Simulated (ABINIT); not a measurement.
# Calculated records

## NaCl (Fm-3m): one start, several treatments of the self-energy

It takes space group Fm-3m (No. 225, cubic). Conventional cell: a = 5.620 Å, b = 5.620 Å, c = 5.620 Å, α = 90.00°, β = 90.00°, γ = 90.00°. Na has 6 Cl at 2.81 Å nearest. Cl has 6 Na at 2.81 Å nearest. Farther neighbours, and contacts between anions beyond the nearest, are not listed.

```xyz
2
Lattice="0.0000 2.8100 2.8100 2.8100 0.0000 2.8100 2.8100 2.8100 0.0000" Properties=species:S:1:pos:R:3 pbc="T T T"
Na    0.0000    0.0000    0.0000
Cl    2.8100    2.8100    2.8100
```

| Quantity | Value |
| --- | --- |
| method | RPA screening on PBE, plane waves, norm-conserving pseudopotentials (and 3 further levels or steps) |
| program | ABINIT 10.8.3 |
| settings | cutoff 38 Ha, PseudoDojo scalar-relativistic 0.4.1 standard, norm-conserving, ngkpt (6, 6, 6), nband 140, ecuteps 7 Ha, gwcalctyp 1, nfreqim 16, inclvkb 2, shiftk (0, 0, 0), symchi 1, awtr 1, frequency ac, 6×6×6 k-mesh |
| cost | 11 runs, 31 min in all on 8 MPI ranks of Arm Neoverse N1, shared host |
| notes | The database entry behind the starting cell differs from other determinations of this structure. The cell and positions come from the Crystallography Open Database and are kept as given unless a step says otherwise. |
| G0W0, Godby-Needs plasmon pole | 8.080 eV |
| G0W0, Hybertsen-Louie plasmon pole | 8.183 eV |
| G0W0, von der Linden-Horsch plasmon pole | 8.353 eV |
| G0W0, Engel-Farid plasmon pole | 8.226 eV |
| one-shot Hartree-Fock | 13.594 eV |
| G0W0, contour deformation | 8.047 eV |
| G0W0, analytic continuation | 7.994 eV |
| known limits | short of the basis limit |

G0W0, Hybertsen-Louie plasmon pole: +0.103 eV against G0W0, Godby-Needs plasmon pole. G0W0, von der Linden-Horsch plasmon pole: +0.273 eV against G0W0, Godby-Needs plasmon pole.

[Long decimals in the printed logs are rounded to 6 places.]

[Logs are printed without paths, hosts, clocks, repeated set-up lines and the standing remarks that a program may print on its own settings, such as how far it seeks lower states.]

[Paths, hosts, dates, memory and timing lines, banners, echoed tables and standing remarks are left out of the program output; an Ansatz launch command may be rebuilt from the run's recorded settings. Measured values are a selection of at most five: reports struck by readers or far from the other reports are left out. None is set beside runs whose start may be inverted or whose files or cutoffs have a known fault.]

[Runs of the session that timed out or met a known fault of the program may be left out.]

[Hosts, paths, dates, database ids (printed as entryN), source tags and the programs' standing remarks are cut or masked in the printed files.]

[G0W0 gaps are taken among the corrected bands and points alone; a level outside them can change the order at an edge.]

[Where Ansatz stands beside ABINIT at settings called matched, ABINIT's density can come from a denser mesh and the files from another edition; pairs whose starting gaps differed by over 0.03 eV were left out, so agreement reads better than it is.]
